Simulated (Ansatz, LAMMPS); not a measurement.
**A faulty run on liquid (Rb,Li,Na)Br at 1000 K (90 atoms)**

Program: Ansatz 0.2.0. The cell: 12 Rb, 10 Li, 23 Na and 45 Br.

input.yaml reads:

```yaml
crystal:
  lattice:
    - [14.8869, 0.0, 0.0]
    - [0.0, 14.8869, 0.0]
    - [0.0, 0.0, 14.8869]
  atoms:
    - { symbol: Rb, position: [0.16166, 0.10016, 0.36323] }
    - { symbol: Rb, position: [0.52183, 0.75683, 0.19443] }
    - { symbol: Rb, position: [0.48078, 0.32938, 0.40648] }
    - { symbol: Rb, position: [0.11025, 0.42175, 0.83598] }
    - { symbol: Rb, position: [0.06746, 0.99652, 0.6871] }
    - { symbol: Rb, position: [0.91521, 0.09008, 0.108] }
    - { symbol: Rb, position: [0.52243, 0.77419, 0.4666] }
    - { symbol: Rb, position: [0.23029, 0.79095, 0.30311] }
    - { symbol: Rb, position: [0.70549, 0.01056, 0.72335] }
    - { symbol: Rb, position: [0.64521, 0.4735, 0.20235] }
    - { symbol: Rb, position: [0.8037, 0.46959, 0.77233] }
    - { symbol: Rb, position: [0.1441, 0.8671, 0.00954] }
    - { symbol: Li, position: [0.38921, 0.01528, 0.20298] }
    - { symbol: Li, position: [0.86521, 0.72252, 0.70665] }
    - { symbol: Li, position: [0.05863, 0.70754, 0.5305] }
    - { symbol: Li, position: [0.2926, 0.20563, 0.60783] }
    - { symbol: Li, position: [0.04624, 0.41697, 0.23798] }
    - { symbol: Li, position: [0.3314, 0.39058, 0.86472] }
    [... 66 atom lines left out ...]
    - { symbol: Br, position: [0.54456, 0.7362, 0.95108] }
    - { symbol: Br, position: [0.06427, 0.6409, 0.05524] }
    - { symbol: Br, position: [0.64771, 0.6441, 0.37463] }
    - { symbol: Br, position: [0.49194, 0.35326, 0.93442] }
    - { symbol: Br, position: [0.14179, 0.54466, 0.28306] }
    - { symbol: Br, position: [0.02614, 0.73672, 0.37031] }
kpoints:
  mp_grid: { grid: [1, 1, 1] }
hamiltonian:
  xc: pbe
scf:
  occupations: { method: fixed }
  eigensolver: { kind: { support_functions: { accuracy: medium, radius: 4.17 } } }
  mixing: { beta: 0.4 }
  max_iter: 150
output:
  forces: true
  eigenvalues: true
```

Launch:

```console
$ ansatz run input.yaml --threads 4 --pin off --max-ram 8192MiB --backend cpu --events-out ev --progress --plain --runs-dir out
```

What it wrote:

```text
Warning: scf.eigensolver.kind.support_functions: disabling space-group detection — the functions' gradient is summed over unrotated k-points, so no spatial operation reduces the k-mesh or symmetrises the density; time reversal is kept, so that k and −k are solved as one point where they differ and the mesh holds both, and exact exchange and, on two spinor components, a DFT+U term hold to it where the run has them: [...]
settings of this run that can trade accuracy for cost: scf.eigensolver.kind.support_functions [...]
Engine: ansatz 0.2.0, x86_64-unknown-linux-gnu
Pseudopotentials: kind: paw
Pseudopotential: Rb, paw, valence charge 9, recommended cutoff 420 eV (normal), Rb.paw.azcp
Pseudopotential: Li, paw, valence charge 3, recommended cutoff 420 eV (normal), Li.paw.azcp
Pseudopotential: Na, paw, valence charge 9, recommended cutoff 420 eV (normal), Na.paw.azcp
Pseudopotential: Br, paw, valence charge 7, recommended cutoff 420 eV (normal), Br.paw.azcp
[... 5 lines on functional and potentials left out ...]
Error: SCF: the radius of support functions is under 4.66 Å, the least for these sites at the functions' level (scf.eigensolver.kind.support_functions.accuracy). Use scf.eigensolver.kind: auto, or type scf.eigensolver.kind.support_functions.radius at least as long, [...]
```

The job ended after 1.6 s (4 threads of Intel Xeon 6975P-C (Granite Rapids), shared host; peak memory 0.51 GiB; 4.8 s of CPU time).

**Question.** What is wrong with this input, and how is it mended?

A radius under the least that the level allows: support_functions.radius = 4.17.

The fix is to use a longer radius.

The run ended with an error.

[Logs are printed without paths, hosts, clocks, repeated set-up lines and the standing remarks that a program may print on its own settings, such as how far it seeks lower states.]

[Hosts, paths, dates, database ids (printed as entryN), source tags and the programs' standing remarks are cut or masked in the printed files.]
